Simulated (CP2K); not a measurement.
Consider 2-ethynylthiophene at its PBE geometry (Å).

```xyz
11

C     3.1271    0.2284    0.0400
C     1.9114    0.1937   -0.0006
C     0.5044    0.1675   -0.0512
C    -0.3575   -0.8460    0.3489
C    -1.7217   -0.5209    0.1488
C    -1.8937    0.7322   -0.4015
S    -0.3961    1.5193   -0.6767
H     4.1955    0.2553    0.0754
H     0.0028   -1.7815    0.7701
H    -2.5489   -1.1807    0.4018
H    -2.8233    1.2328   -0.6550
```

Method: CP2K XAS_TDP, all-electron GAPW, PBEh(45%), aug-cc-pVDZ, TDA, no relativity.

Question: Predict the bright core excitations at the C K edge.

Leading lines: C1 281.58 eV, C2 281.90 eV, C3 282.25 eV, C4 281.37 eV, C5 281.81 eV and C6 281.68 eV. The leading line of an atom is its first one with 35 % of the strongest within 2.5 eV of its lowest line over the strength cut. 

The first six lines of each atom with a strength over 0.0015:

| atom | energy (eV) | states | strength, one atom |
| --- | --- | --- | --- |
| C1 (bonded to C and H) | 281.58 | 1 | 0.0401 |
|  | 281.86 | 1 | 0.0492 |
|  | 284.47 | 1 | 0.0055 |
|  | 285.13 | 1 | 0.0053 |
|  | 285.47 | 1 | 0.0037 |
|  | 285.51 | 1 | 0.0025 |
| C2 (bonded to 2 C) | 281.90 | 1 | 0.0306 |
|  | 282.13 | 1 | 0.0473 |
|  | 284.78 | 1 | 0.0242 |
|  | 286.28 | 1 | 0.0032 |
|  | 286.51 | 1 | 0.0016 |
|  | 287.12 | 1 | 0.0025 |
| C3 (bonded to 2 C and S) | 282.25 | 1 | 0.0410 |
|  | 284.38 | 1 | 0.0303 |
|  | 285.85 | 1 | 0.0027 |
|  | 286.80 | 1 | 0.0025 |
|  | 286.85 | 1 | 0.0130 |
|  | 288.16 | 1 | 0.0048 |
| C4 (bonded to 2 C and H) | 281.37 | 1 | 0.0453 |
|  | 284.14 | 1 | 0.0095 |
|  | 284.66 | 1 | 0.0103 |
|  | 285.45 | 1 | 0.0084 |
|  | 285.66 | 1 | 0.0035 |
|  | 286.24 | 2 | 0.0036 |
| C5 (bonded to 2 C and H) | 281.81 | 1 | 0.0422 |
|  | 283.40 | 1 | 0.0137 |
|  | 284.45 | 1 | 0.0107 |
|  | 285.02 | 1 | 0.0068 |
|  | 285.61 | 1 | 0.0027 |
|  | 286.09 | 1 | 0.0022 |
| C6 (bonded to C, S and H) | 281.68 | 1 | 0.0494 |
|  | 284.56 | 1 | 0.0295 |
|  | 285.11 | 1 | 0.0149 |
|  | 285.39 | 1 | 0.0024 |
|  | 285.74 | 1 | 0.0045 |
|  | 286.20 | 1 | 0.0038 |

Lines are vertical, at one geometry, with no vibrational structure. Without a correction of the core level, line positions, and the gaps between valence and Rydberg lines, follow the share of exact exchange. At this level such K lines come out 3 to 6 eV under measured ones. These values hold no scalar relativity, about 0.1 eV for C 1s. Rydberg lines, and the discretised continuum above threshold, depend on the basis and the box.

[Banner, clock and machine lines of the logs are left out without a mark of their own.]

[Logs are printed without paths, hosts, clocks, repeated set-up lines and the standing remarks that a program may print on its own settings, such as how far it seeks lower states.]

[Hosts, paths, dates, database ids (printed as entryN), source tags and the programs' standing remarks are cut or masked in the printed files.]
